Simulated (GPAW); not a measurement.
## C/Ag(110): work function by functional and basis

How far do functional and basis move the work function of C/Ag(110)?

Program: GPAW 26.7.0. Level of theory: GPAW, PAW setups; slab in vacuum, relaxation, in the first sound run; inputs show where later runs differ. Results are calculated unless marked as measured.

## Step 1: The starting structure

The cell holds 6 atoms: 5 Ag and 1 C. Cell: a = 4.090 Å, b = 2.892 Å, c = 22.284 Å, α = 90.0°, β = 90.0°, γ = 90.0°. Vacuum lies along c.

As a file:

```
Ag C
1.0
     4.09000    0.00000    0.00000
     0.00000    2.89207    0.00000
     0.00000    0.00000   22.28413
Ag C
5 1
Direct
  0.00000 0.00000 0.35900
  0.50000 0.50000 0.42389
  0.00000 0.00000 0.48878
  0.50000 0.50000 0.55367
  0.00000 0.00000 0.61856
  0.50000 0.50000 0.64100
```

## Step 2: Relaxation

Forces are removed first; all later runs use this geometry. The lowest 2 atoms are held at bulk positions and keep their forces.

run.py reads:

```python
import json
import numpy as np
from ase import Atoms
from ase.constraints import FixAtoms
from ase.optimize import BFGS
from gpaw import GPAW, PW

slab = Atoms(
    ['Ag', 'Ag', 'Ag', 'Ag', 'Ag', 'C'],
    positions=[
        [0.00000, 0.00000, 8.00000],
        [2.04500, 1.44603, 9.44603],
        [0.00000, 0.00000, 10.89207],
        [2.04500, 1.44603, 12.33810],
        [0.00000, 0.00000, 13.78413],
        [2.04500, 1.44603, 14.28413]],
    cell=[[4.09, 0.0, 0.0], [0.0, 2.89207, 0.0], [0.0, 0.0, 22.28413]],
    pbc=[True, True, False])

slab.calc = GPAW(mode=PW(500), xc='PBE', kpts={'size': (8, 11, 1), 'gamma': True},
                 occupations={'name': 'fermi-dirac', 'width': 0.1}, nbands='160%',
                 convergence={'density': 1e-05}, maxiter=200,
                 poissonsolver={'dipolelayer': 'xy'},
                 symmetry={'tolerance': 1e-3, 'extra_ids': [1, 1, 0, 0, 0, 0]}, txt='slab.txt')
result = {}
slab.set_constraint(FixAtoms([0, 1]))
path = []
opt = BFGS(slab, maxstep=0.2)
opt.attach(lambda: path.append((slab.get_potential_energy(), slab.positions.tolist(), slab.get_forces().tolist())))
result['relaxed'] = bool(opt.run(fmax=0.03, steps=40))
result['path'] = path
energy = slab.get_potential_energy()
fermi = slab.calc.get_fermi_level()
v = slab.calc.get_electrostatic_potential().mean((0, 1)) - fermi
n = slab.calc.get_pseudo_density().mean((0, 1))
L = slab.cell[2, 2]
z = np.arange(len(v)) * L / len(v)
low, high = slab.positions[:, 2].min(), slab.positions[:, 2].max()
below, above = np.interp([low - 5.8, high + 5.8], z, v)
slopes = [np.interp(x, z, np.gradient(v, z)) for x in (low - 5.8, high + 5.8)]
eps = np.array([[slab.calc.get_eigenvalues(k, s) for k in range(len(slab.calc.get_ibz_k_points()))]
                for s in range(slab.calc.get_number_of_spins())]) - fermi
top, bottom = eps[eps < 0].max(), eps[eps > 0].min()
dipole = slab.get_dipole_moment()[2]
print(f'energy {energy:.4f} eV, Fermi level {fermi:.4f} eV, dipole {dipole:.5f} e A')
print(f'potential 5.8 A off the faces, from the Fermi level: lower {below:.4f} eV, upper {above:.4f} eV')
print(f'slope of the potential there: lower {slopes[0]:.5f}, upper {slopes[1]:.5f} eV/A')
print(f'nearest levels on the mesh: {top:.4f} and {bottom:.4f} eV')
print('magnetic moment', round(slab.get_magnetic_moment(), 3))
result.update(energy=energy, fermi=fermi, dipole=dipole, below=below, above=above, slopes=slopes, edges=[top, bottom],
              z=z.tolist(), v=v.tolist(), n=n.tolist(), positions=slab.positions.tolist(),
              forces=slab.get_forces(apply_constraint=False).tolist(), moments=slab.get_magnetic_moments().tolist())
json.dump(result, open('result.json', 'w'))
```

Launch:

```bash
$ OMP_NUM_THREADS=1 OPENBLAS_NUM_THREADS=1 python run.py
```

Output:

```text
Step          Energy          fmax
BFGS:    0      -17.535452        1.685547
BFGS:    1      -17.600623        1.046635
BFGS:    2      -17.669433        0.694840
BFGS:    3      -17.684405        0.611751
BFGS:    4      -17.699192        0.505623
BFGS:    5      -17.719481        0.619430
BFGS:    6      -17.748986        0.644161
BFGS:    7      -17.780250        0.444043
BFGS:    8      -17.792659        0.294201
BFGS:    9      -17.795131        0.283118
BFGS:   10      -17.800826        0.313485
BFGS:   11      -17.809339        0.374485
BFGS:   12      -17.817929        0.303714
BFGS:   13      -17.821147        0.183336
BFGS:   14      -17.822223        0.125014
BFGS:   15      -17.823361        0.144541
BFGS:   16      -17.824783        0.179511
BFGS:   17      -17.826591        0.169575
BFGS:   18      -17.827910        0.105241
BFGS:   19      -17.828530        0.027123
energy -17.7873 eV, Fermi level -0.1931 eV, dipole -0.06845 e A
potential 5.8 A off the faces, from the Fermi level: lower 4.2695 eV, upper 5.3209 eV
slope of the potential there: lower -0.00009, upper 0.00013 eV/A
nearest levels on the mesh: -0.0339 and 0.0339 eV
magnetic moment 0.0
```

The job ended after 89 min (1 thread of Arm Neoverse V2, shared host; peak memory 0.5 GiB).

Relaxation path:

```csv
step,energy less that of the first step (eV),largest force (eV/Å)
1,0.0000,1.6855
2,-0.0650,1.0466
3,-0.1333,0.6948
4,-0.1480,0.6118
5,-0.1623,0.5056
6,-0.1819,0.6194
7,-0.2103,0.6442
8,-0.2406,0.4440
9,-0.2524,0.2942
10,-0.2547,0.2831
11,-0.2603,0.3135
12,-0.2689,0.3745
13,-0.2776,0.3037
14,-0.2809,0.1833
15,-0.2821,0.1250
16,-0.2833,0.1445
17,-0.2848,0.1795
18,-0.2867,0.1696
19,-0.2882,0.1052
20,-0.2889,0.0271
```

The atoms that moved most (Å):

```csv
atom,dx,dy,dz,length
Ag5,0.000,0.000,0.675,0.675
C6,0.000,0.000,0.236,0.236
Ag4,0.000,0.000,0.083,0.083
Ag3,0.000,0.000,0.056,0.056
```

The relaxed structure:

```
Ag C
1.0
     4.09000    0.00000    0.00000
     0.00000    2.89207    0.00000
     0.00000    0.00000   22.28413
Ag C
5 1
Cartesian
  0.0000 0.0000 8.0000
  2.0450 1.4460 9.4460
  0.0000 0.0000 10.9476
  2.0450 1.4460 12.4216
  0.0000 0.0000 14.4589
  2.0450 1.4460 14.5206
```

This step gave:

* dipole along the normal: -0.06845 e·Å
* levels nearest the Fermi level on the mesh: -0.03395, 0.03387 eV from the Fermi level
* upper work function: 5.321 eV
* lower work function: 4.269 eV

The electrostatic potential energy of an electron (without an applied field's), less the Fermi level, planar mean oscillates, so the rows of the table below give means over windows of 1.49 Å about each position, cut where the curve ends. Its maxima inside the range that stand out by 2 % of the span (Å: eV): 8.7: -4.51, 10.2: -3.99, 11.7: -4.50, 13.5: 0.450. Its minima: 8.0: -11.3, 9.5: -11.8, 11.0: -11.8, 12.4: -11.6, 14.5: -19.9.

The electrostatic potential energy of an electron (without an applied field's), less the Fermi level, planar mean by z; means over each step:

z (Å), electrostatic potential energy of an electron (without an applied field's), less the Fermi level, planar mean (eV) and a bar from the least value:
```
     0.74        4.3 ############################
     2.23        4.3 ############################
     3.72        4.3 ############################
     5.21        4.2 ############################
     6.70        2.5 ########################
     8.19       -7.5 #####
     9.68       -7.8 ####
    11.17       -8.0 ####
    12.66       -6.5 #######
    14.15       -9.8 
    15.64        2.0 #######################
    17.13        5.3 ##############################
    18.62        5.3 ##############################
    20.11        5.3 ##############################
    21.60        5.3 ##############################
```

The pseudo valence density, planar mean oscillates, so the rows of the table below give means over windows of 1.49 Å about each position, cut where the curve ends. Its maxima inside the range that stand out by 2 % of the span (Å: e/Å³): 8.0: 1.60, 9.5: 1.62, 11.0: 1.63, 12.4: 1.60, 14.5: 1.82. Its minima: 8.7: 0.490, 10.2: 0.449, 11.7: 0.464, 13.4: 0.220.

The pseudo valence density, planar mean by z; means over each step:

```csv
z (Å),"pseudo valence density, planar mean (e/Å³)"
3.72,3.4e-5
5.21,0.00137
6.70,0.0939
8.19,0.954
9.68,0.964
11.17,0.969
12.66,0.875
14.15,0.999
15.64,0.192
17.13,0.00204
18.62,3.0e-5
```

The relaxation lowered the energy of the cell by 0.289 eV (energies extrapolated to zero smearing; the optimiser's log prints free energies). The largest force left on a free atom is 0.027 eV/Å.

## Step 3: The slab's potential

With the geometry fixed, the planar mean of the potential gives the vacuum level on each side.

This step: GPAW, PAW setups; slab in vacuum (GPAW 26.7.0).

Changes to run.py since step 2:

```diff
@@ -3,4 +3,2 @@
 from ase import Atoms
-from ase.constraints import FixAtoms
-from ase.optimize import BFGS
 from gpaw import GPAW, PW
@@ -12,6 +10,6 @@
         [2.04500, 1.44603, 9.44603],
-        [0.00000, 0.00000, 10.89207],
-        [2.04500, 1.44603, 12.33810],
-        [0.00000, 0.00000, 13.78413],
-        [2.04500, 1.44603, 14.28413]],
+        [0.00000, 0.00000, 10.94758],
+        [2.04500, 1.44603, 12.42156],
+        [-0.00000, 0.00000, 14.45885],
+        [2.04500, 1.44603, 14.52055]],
     cell=[[4.09, 0.0, 0.0], [0.0, 2.89207, 0.0], [0.0, 0.0, 22.28413]],
@@ -23,10 +21,4 @@
                  poissonsolver={'dipolelayer': 'xy'},
-                 symmetry={'tolerance': 1e-3, 'extra_ids': [1, 1, 0, 0, 0, 0]}, txt='slab.txt')
+                 symmetry={'tolerance': 1e-3}, txt='slab.txt')
 result = {}
-slab.set_constraint(FixAtoms([0, 1]))
-path = []
-opt = BFGS(slab, maxstep=0.2)
-opt.attach(lambda: path.append((slab.get_potential_energy(), slab.positions.tolist(), slab.get_forces().tolist())))
-result['relaxed'] = bool(opt.run(fmax=0.03, steps=40))
-result['path'] = path
 energy = slab.get_potential_energy()
```

Output:

```text
energy -17.7873 eV, Fermi level -0.1930 eV, dipole -0.06866 e A
potential 5.8 A off the faces, from the Fermi level: lower 4.2691 eV, upper 5.3211 eV
slope of the potential there: lower -0.00006, upper 0.00011 eV/A
nearest levels on the mesh: -0.0340 and 0.0339 eV
magnetic moment 0.0
```

The job ended after 5.3 min (1 thread; peak memory 0.49 GiB).

Numbers from this step:

| Property | Result |
| --- | --- |
| dipole along the normal | -0.06866 e·Å |
| levels nearest the Fermi level on the mesh | -0.03400, 0.03391 eV from the Fermi level |

The electrostatic potential energy of an electron (without an applied field's), less the Fermi level, planar mean oscillates, so the rows of the table below give means over windows of 1.49 Å about each position, cut where the curve ends. Its maxima inside the range that stand out by 2 % of the span (Å: eV): 8.7: -4.51, 10.2: -3.99, 11.7: -4.50, 13.5: 0.450. Its minima: 8.0: -11.3, 9.5: -11.8, 11.0: -11.8, 12.4: -11.6, 14.5: -19.9.

The electrostatic potential energy of an electron (without an applied field's), less the Fermi level, planar mean by z; means over each step:

z (Å), electrostatic potential energy of an electron (without an applied field's), less the Fermi level, planar mean (eV) and a bar from the least value:
```
     0.74        4.3 ############################
     2.23        4.3 ############################
     3.72        4.3 ############################
     5.21        4.2 ############################
     6.70        2.5 ########################
     8.19       -7.5 #####
     9.68       -7.8 ####
    11.17       -8.0 ####
    12.66       -6.5 #######
    14.15       -9.8 
    15.64        2.0 #######################
    17.13        5.3 ##############################
    18.62        5.3 ##############################
    20.11        5.3 ##############################
    21.60        5.3 ##############################
```

The pseudo valence density, planar mean oscillates, so the rows of the table below give means over windows of 1.49 Å about each position, cut where the curve ends. Its maxima inside the range that stand out by 2 % of the span (Å: e/Å³): 8.0: 1.60, 9.5: 1.62, 11.0: 1.63, 12.4: 1.60, 14.5: 1.82. Its minima: 8.7: 0.490, 10.2: 0.449, 11.7: 0.464, 13.4: 0.220.

Table of pseudo valence density, planar mean by z; means over each step:

z (Å), pseudo valence density, planar mean (e/Å³) and a bar:
```
     3.72       0.00 
     5.21       0.00 
     6.70       0.09 ###
     8.19       0.95 #############################
     9.68       0.96 #############################
    11.17       0.97 #############################
    12.66       0.88 ##########################
    14.15       1.00 ##############################
    15.64       0.19 ######
    17.13       0.00 
    18.62       0.00
```

Force by atom:

```csv
atom,x (eV/Å),y (eV/Å),z (eV/Å),size
Ag1,0.000,0.000,0.100,0.100
Ag2,0.000,0.000,-0.107,0.107
Ag3,0.000,0.000,0.010,0.010
Ag4,0.000,0.000,0.026,0.026
Ag5,0.000,0.000,-0.008,0.008
C6,0.000,0.000,-0.022,0.022
```

The potential is flat to 1.1e-4 eV/Å where it is read, so the vacuum is wide enough.

## Step 4: Self-consistent run: xc = "RPBE"

The same geometry under RPBE, to see how far the functional moves the levels against the vacuum.

Changes to run.py since step 3:

```diff
@@ -17,3 +17,3 @@
 
-slab.calc = GPAW(mode=PW(500), xc='PBE', kpts={'size': (8, 11, 1), 'gamma': True},
+slab.calc = GPAW(mode=PW(500), xc='RPBE', kpts={'size': (8, 11, 1), 'gamma': True},
                  occupations={'name': 'fermi-dirac', 'width': 0.1}, nbands='160%',
```

Output:

```text
energy -15.1258 eV, Fermi level -0.0223 eV, dipole -0.07007 e A
potential 5.8 A off the faces, from the Fermi level: lower 4.0743 eV, upper 5.1477 eV
slope of the potential there: lower -0.00008, upper 0.00011 eV/A
nearest levels on the mesh: -0.0378 and 0.0331 eV
magnetic moment 0.0
```

Elapsed: 5.3 min, on 1 thread; peak memory 0.49 GiB.

This step gave:

```yaml
dipole_along_the_normal: -0.07007 e·Å
levels_nearest_the_fermi_level_on_the_mesh: -0.03775, 0.03312 eV from the Fermi level
upper_work_function: 5.148 eV
lower_work_function: 4.074 eV
```

The electrostatic potential energy of an electron (without an applied field's), less the Fermi level, planar mean oscillates, so the rows of the table below give means over windows of 1.49 Å about each position, cut where the curve ends. Its maxima inside the range that stand out by 2 % of the span (Å: eV): 8.7: -4.67, 10.2: -4.16, 11.7: -4.66, 13.5: 0.295. Its minima: 8.0: -11.5, 9.5: -11.9, 11.0: -12.0, 12.4: -11.8, 14.5: -20.0.

The electrostatic potential energy of an electron (without an applied field's), less the Fermi level, planar mean by z; means over each step:

```csv
z (Å),"electrostatic potential energy of an electron (without an applied field's), less the Fermi level, planar mean (eV)"
0.74,4.14
2.23,4.07
3.72,4.07
5.21,4.03
6.70,2.27
8.19,-7.64
9.68,-7.97
11.17,-8.15
12.66,-6.65
14.15,-9.92
15.64,1.83
17.13,5.10
18.62,5.15
20.11,5.15
21.60,5.10
```

The pseudo valence density, planar mean oscillates, so the rows of the table below give means over windows of 1.49 Å about each position, cut where the curve ends. Its maxima inside the range that stand out by 2 % of the span (Å: e/Å³): 8.0: 1.60, 9.5: 1.62, 11.0: 1.63, 12.4: 1.60, 14.5: 1.82. Its minima: 8.7: 0.489, 10.2: 0.447, 11.7: 0.462, 13.4: 0.219.

Table of pseudo valence density, planar mean by z; means over each step:

```csv
z (Å),"pseudo valence density, planar mean (e/Å³)"
3.72,4.0e-5
5.21,0.00141
6.70,0.0936
8.19,0.954
9.68,0.964
11.17,0.969
12.66,0.875
14.15,1.000
15.64,0.191
17.13,0.00204
18.62,3.3e-5
```

Force by atom:

```csv
atom,x (eV/Å),y (eV/Å),z (eV/Å),size
Ag1,0.000,0.000,-0.152,0.152
Ag2,0.000,0.000,-0.142,0.142
Ag3,0.000,0.000,0.036,0.036
Ag4,0.000,0.000,-0.012,0.012
Ag5,0.000,0.000,0.093,0.093
C6,0.000,0.000,0.177,0.177
```

The upper face's work function is 5.148 eV, against 5.321 eV in the first plane-wave PBE run at this geometry.

## Step 5: OptPBE vdW: xc = "optPBE-vdW"

The same geometry under optPBE-vdW, to see how far the functional moves the levels against the vacuum (the van der Waals functionals take revPBE setups).

Changes to run.py since step 4:

```diff
@@ -17,3 +17,3 @@
 
-slab.calc = GPAW(mode=PW(500), xc='RPBE', kpts={'size': (8, 11, 1), 'gamma': True},
+slab.calc = GPAW(mode=PW(500), xc='optPBE-vdW', kpts={'size': (8, 11, 1), 'gamma': True},
                  occupations={'name': 'fermi-dirac', 'width': 0.1}, nbands='160%',
```

Output:

```text
energy -93.0625 eV, Fermi level -0.2907 eV, dipole -0.06828 e A
potential 5.8 A off the faces, from the Fermi level: lower 4.4542 eV, upper 5.5005 eV
slope of the potential there: lower -0.00008, upper 0.00011 eV/A
nearest levels on the mesh: -0.0315 and 0.0258 eV
magnetic moment 0.0
```

The job ended after 5.4 min (1 thread; peak memory 0.71 GiB).

This step gave:

* dipole along the normal: -0.06828 e·Å
* levels nearest the Fermi level on the mesh: -0.03146, 0.02584 eV from the Fermi level
* upper work function: 5.500 eV
* lower work function: 4.454 eV

The upper face's work function is 5.500 eV, against 5.321 eV in the first plane-wave PBE run at this geometry.

## Step 6: Self-consistent run: xc = "vdW-DF2"

The same geometry under vdW-DF2, to see how far the functional moves the levels against the vacuum (the van der Waals functionals take revPBE setups).

Changes to run.py since step 5:

```diff
@@ -17,3 +17,3 @@
 
-slab.calc = GPAW(mode=PW(500), xc='optPBE-vdW', kpts={'size': (8, 11, 1), 'gamma': True},
+slab.calc = GPAW(mode=PW(500), xc='vdW-DF2', kpts={'size': (8, 11, 1), 'gamma': True},
                  occupations={'name': 'fermi-dirac', 'width': 0.1}, nbands='160%',
```

Output:

```text
energy -487.8982 eV, Fermi level -0.3777 eV, dipole -0.06438 e A
potential 5.8 A off the faces, from the Fermi level: lower 4.6926 eV, upper 5.6793 eV
slope of the potential there: lower -0.00011, upper 0.00013 eV/A
nearest levels on the mesh: -0.0270 and 0.0146 eV
magnetic moment 0.0
```

It took 5.4 min on 1 thread; peak memory 0.71 GiB.

Numbers from this step:

```
dipole along the normal                    : -0.06438 e·Å
levels nearest the Fermi level on the mesh : -0.02697, 0.01460 eV from the Fermi level
upper work function                        : 5.679 eV
lower work function                        : 4.693 eV
```

The upper face's work function is 5.679 eV, against 5.321 eV in the first plane-wave PBE run at this geometry.

## Step 7: Self-consistent run: xc = "LDA"

The same geometry under LDA, to see how far the functional moves the levels against the vacuum.

Changes to run.py since step 6:

```diff
@@ -17,3 +17,3 @@
 
-slab.calc = GPAW(mode=PW(500), xc='vdW-DF2', kpts={'size': (8, 11, 1), 'gamma': True},
+slab.calc = GPAW(mode=PW(500), xc='LDA', kpts={'size': (8, 11, 1), 'gamma': True},
                  occupations={'name': 'fermi-dirac', 'width': 0.1}, nbands='160%',
```

Output:

```text
energy -22.9180 eV, Fermi level -0.5917 eV, dipole -0.06750 e A
potential 5.8 A off the faces, from the Fermi level: lower 4.6788 eV, upper 5.7131 eV
slope of the potential there: lower -0.00005, upper 0.00011 eV/A
nearest levels on the mesh: -0.0233 and 0.0308 eV
magnetic moment 0.0
```

It took 5.5 min on 1 thread; peak memory 0.49 GiB.

This step gave:

* dipole along the normal: -0.06750 e·Å
* levels nearest the Fermi level on the mesh: -0.02326, 0.03084 eV from the Fermi level
* upper work function: 5.713 eV
* lower work function: 4.679 eV

The upper face's work function is 5.713 eV, against 5.321 eV in the first plane-wave PBE run at this geometry.

## Step 8: Self-consistent run: xc = "revPBE"

The same geometry under revPBE, to see how far the functional moves the levels against the vacuum.

Changes to run.py since step 7:

```diff
@@ -17,3 +17,3 @@
 
-slab.calc = GPAW(mode=PW(500), xc='LDA', kpts={'size': (8, 11, 1), 'gamma': True},
+slab.calc = GPAW(mode=PW(500), xc='revPBE', kpts={'size': (8, 11, 1), 'gamma': True},
                  occupations={'name': 'fermi-dirac', 'width': 0.1}, nbands='160%',
```

Output:

```text
energy -15.5841 eV, Fermi level -0.0511 eV, dipole -0.06987 e A
potential 5.8 A off the faces, from the Fermi level: lower 4.0958 eV, upper 5.1664 eV
slope of the potential there: lower -0.00007, upper 0.00011 eV/A
nearest levels on the mesh: -0.0367 and 0.0330 eV
magnetic moment 0.0
```

Elapsed: 5.3 min, on 1 thread; peak memory 0.49 GiB.

This step gave:

* dipole along the normal: -0.06987 e·Å
* levels nearest the Fermi level on the mesh: -0.03669, 0.03302 eV from the Fermi level
* upper work function: 5.166 eV
* lower work function: 4.096 eV

The electrostatic potential energy of an electron (without an applied field's), less the Fermi level, planar mean oscillates, so the rows of the table below give means over windows of 1.49 Å about each position, cut where the curve ends. Its maxima inside the range that stand out by 2 % of the span (Å: eV): 8.7: -4.63, 10.2: -4.11, 11.7: -4.62, 13.5: 0.337. Its minima: 8.0: -11.4, 9.5: -11.9, 11.0: -11.9, 12.4: -11.7, 14.5: -20.0.

Electrostatic potential energy of an electron (without an applied field's), less the Fermi level, planar mean against z; means over each step:

```csv
z (Å),"electrostatic potential energy of an electron (without an applied field's), less the Fermi level, planar mean (eV)"
0.74,4.16
2.23,4.10
3.72,4.09
5.21,4.06
6.70,2.31
8.19,-7.60
9.68,-7.93
11.17,-8.11
12.66,-6.60
14.15,-9.90
15.64,1.86
17.13,5.12
18.62,5.17
20.11,5.17
21.60,5.12
```

The upper face's work function is 5.166 eV, against 5.321 eV in the first plane-wave PBE run at this geometry.

(Part 1 of 2 ends here.)

[Logs are printed without paths, hosts, clocks, repeated set-up lines and the standing remarks that a program may print on its own settings, such as how far it seeks lower states.]

[Hosts, paths, dates, database ids (printed as entryN), source tags and the programs' standing remarks are cut or masked in the printed files.]
